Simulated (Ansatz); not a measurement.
G0W0 rungs for K2YInBr6 (double perovskite (elpasolite)) (Fm-3m).

The structure was built from a prototype and need not be the compound's stable phase.

```
K In Y Br
1.0
     0.00000    5.70626    5.70626
     5.70626    0.00000    5.70626
     5.70626    5.70626    0.00000
K In Y Br
2 1 1 6
Direct
  0.25000 0.25000 0.25000
  0.75000 0.75000 0.75000
  0.00000 0.00000 0.00000
  0.50000 0.50000 0.50000
  0.26159 0.73841 0.73841
  0.26159 0.73841 0.26159
  0.73841 0.26159 0.73841
  0.73841 0.26159 0.26159
  0.73841 0.73841 0.26159
  0.26159 0.26159 0.73841
```

The structure was relaxed with LDA. The structure type comes from a generator and need not be one that this composition takes. The runs that relaxed it are not among those shown. PAW set soft_2, made with PBE.

Runs so far (Ansatz 0.2.0, start LDA, default PAW files, 2×2×2 mesh). Times are wall times on 4 threads of Arm Neoverse V1, shared host, good to a factor of about two.

```tsv
bands summed	cutoff (eV)	gap on the mesh (eV)	time
224	36	2.616	15 s
557	72	3.037	64 s
```

Question: What should the next rung give, with 1151 bands and screening to 120 eV, and where is the limit?

The error falls about as one over the bands when the cutoff rises with them. A line through the two highest rungs given predicts 3.183 eV; the run gave 3.274 eV, a miss of 0.091 eV, so the law fails here: the steps don't follow it yet. The two highest rungs put the limit near 3.496 eV, the pair below near 3.320 eV; neither can be trusted until a further rung is run.

Gaps are over the mesh's points; an edge off the mesh would be missed. Limits: not at the basis limit; no spin-orbit coupling; coarse k mesh.

[Paths, hosts, dates, memory and timing lines, banners, echoed tables and standing remarks are left out of the program output.]

[Logs are printed without paths, hosts, clocks, repeated set-up lines and the standing remarks that a program may print on its own settings, such as how far it seeks lower states.]

[Runs of the session that timed out or met a known fault of the program may be left out.]

[Cells called generated may have been cut or substituted from an entry of the Crystallography Open Database or the Materials Project.]

[Hosts, paths, dates, database ids (printed as entryN), source tags and the programs' standing remarks are cut or masked in the printed files.]
